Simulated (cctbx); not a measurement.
# Absolute structure of CaGePbO4

Space group P2_12_12_1 (no. 19), a = 6.0420 Å, b = 7.1500 Å, c = 10.2080 Å, α = 90.00°, β = 90.00°, γ = 90.00°.

```
atom  mult.       x       y       z  Ueq (Å²)
 Pb1      4  0.5673  0.4483  0.0877    0.0143
 Ge1      4  0.4825  0.4562  0.4085    0.0269
 Ca1      4  0.5163  0.2470  0.7103    0.0338
  O1      4  0.7105  0.4819  0.3143    0.0306
  O2      4  0.4016  0.2365  0.4503    0.0307
  O3      4  0.2460  0.5510  0.3320    0.0296
  O4      4  0.5408  0.5614  0.5598    0.0275
```

The model was made for the exercise: a known structure type with other elements put in, its volume estimated, not relaxed; displacement parameters are assumed.

Data sets are simulated with cctbx and refined with Bijvoet mates kept apart; Flack x is then fitted as the share of an inverted twin with the atoms fixed, Hooft y from the Bijvoet differences. The group has rotations alone, so the crystal has a hand.

Untwinned crystal. What Flack and Hooft values should come out?

```
  λ (Å)  extinction (unmodelled)  d min (Å)  top counts  error (%)     model      R1  Flack x   s.u.  Hooft y   s.u.  pairs
0.71073                        0       0.77       70000          6  as given  0.0138    0.000  0.008    0.002  0.010    393
0.71073                        0       0.77       70000          6  inverted  0.0421    0.972  0.011    1.039  0.010    393
1.54184                        0       0.83       40000          4  as given  0.0107    0.001   0.01   -0.013  0.012    310
```

With Mo Kα, x is within 3 s.u. of 0, so the hand is right. With Cu Kα, x is within 3 s.u. of 0, so the hand is right. Inverting the model turns x into about 1 − x.

A further crystal gives:

```
  λ (Å)  extinction (unmodelled)  d min (Å)  top counts  error (%)     model      R1  Flack x   s.u.  Hooft y   s.u.  pairs
0.71073                        0       0.84       20000          3  as given  0.0309    0.772  0.011    0.798  0.010    297
```

**Question.** What is it?

It was simulated as an inversion twin with a fraction 0.8 of the inverted domain. Flack x is over 3 s.u. from both 0 and 1 and reads that fraction.

[Logs are printed without paths, hosts, clocks, repeated set-up lines and the standing remarks that a program may print on its own settings, such as how far it seeks lower states.]
